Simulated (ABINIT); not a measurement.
Records of electronic-structure calculations.

### How the form of the self-energy moves the gap of Te2Mo (P6_3/mmc)

The structure is hexagonal, space group P6_3/mmc (No. 194). The conventional cell has a = 3.518 Å, b = 3.518 Å, c = 13.974 Å, α = 90.00°, β = 90.00°, γ = 120.00°. Nearest to Te lie 3 Mo at 2.72 Å. Mo has 6 Te at 2.72 Å nearest. Farther neighbours, and contacts between anions beyond the nearest, are not listed.

```xyz
6
Lattice="3.5182 0.0000 0.0000 -1.7591 3.0469 0.0000 0.0000 0.0000 13.9736" Properties=species:S:1:pos:R:3 pbc="T T T"
Te    0.0000    2.0312    8.6776
Te    1.7591    1.0156    1.6908
Te    0.0000    2.0312   12.2828
Te    1.7591    1.0156    5.2960
Mo    0.0000    2.0312    3.4934
Mo    1.7591    1.0156   10.4802
```

| Item | Value |
| --- | --- |
| method | RPA screening on PBE, plane waves, norm-conserving pseudopotentials (and 5 further levels or steps) |
| program | ABINIT 10.8.3 |
| settings | cutoff 36 Ha, PseudoDojo scalar-relativistic 0.4.1 standard, norm-conserving, ngkpt (3, 3, 1), nband 253, ecuteps 5.6 Ha, inclvkb 2, shiftk (0, 0, 0), symchi 1, awtr 1, frequency ppm, 3×3×1 k-mesh |
| cost | 9 runs, 6.4 min in all on 8 MPI ranks of Intel Xeon Platinum 8488C (Sapphire Rapids), shared host |
| notes | The program’s warnings: nproc spkpt=  >= nkpt= * nsppol=. The cell and positions come from the Crystallography Open Database and are kept as given unless a step says otherwise. Limits: no spin-orbit coupling. The 3×3×1 mesh is coarse for this cell, which bears on the long-range parts of exchange and screening. The norm-conserving file of at least one element keeps a d shell over frozen s and p shells of the same row. Exchange with those shells is missing from the self-energy, an error of 0.3 to 0.9 eV in cases checked, whose sign depends on which edge lies on those atoms. |
| G0W0, Godby-Needs plasmon pole | 1.512 eV |
| G0W0, Hybertsen-Louie plasmon pole | 1.601 eV |
| G0W0, von der Linden-Horsch plasmon pole | 1.604 eV |
| G0W0, Engel-Farid plasmon pole | 1.532 eV |
| one-shot SEX | 1.900 eV |
| one-shot COHSEX | 1.528 eV |
| one-shot Hartree-Fock | 6.427 eV |
| known limits | short of the basis limit; exchange with frozen shells missing; no spin-orbit coupling; coarse k mesh |

G0W0, Hybertsen-Louie plasmon pole: +0.089 eV against G0W0, Godby-Needs plasmon pole. G0W0, von der Linden-Horsch plasmon pole: +0.092 eV against G0W0, Godby-Needs plasmon pole.

[Long decimals in the printed logs are rounded to 6 places.]

[Logs are printed without paths, hosts, clocks, repeated set-up lines and the standing remarks that a program may print on its own settings, such as how far it seeks lower states.]

[Paths, hosts, dates, memory and timing lines, banners, echoed tables and standing remarks are left out of the program output; an Ansatz launch command may be rebuilt from the run's recorded settings. Measured values are a selection of at most five: reports struck by readers or far from the other reports are left out. None is set beside runs whose start may be inverted or whose files or cutoffs have a known fault.]

[Runs of the session that timed out or met a known fault of the program may be left out.]

[Hosts, paths, dates, database ids (printed as entryN), source tags and the programs' standing remarks are cut or masked in the printed files.]

[G0W0 gaps are taken among the corrected bands and points alone; a level outside them can change the order at an edge.]

[Where Ansatz stands beside ABINIT at settings called matched, ABINIT's density can come from a denser mesh and the files from another edition; pairs whose starting gaps differed by over 0.03 eV were left out, so agreement reads better than it is.]
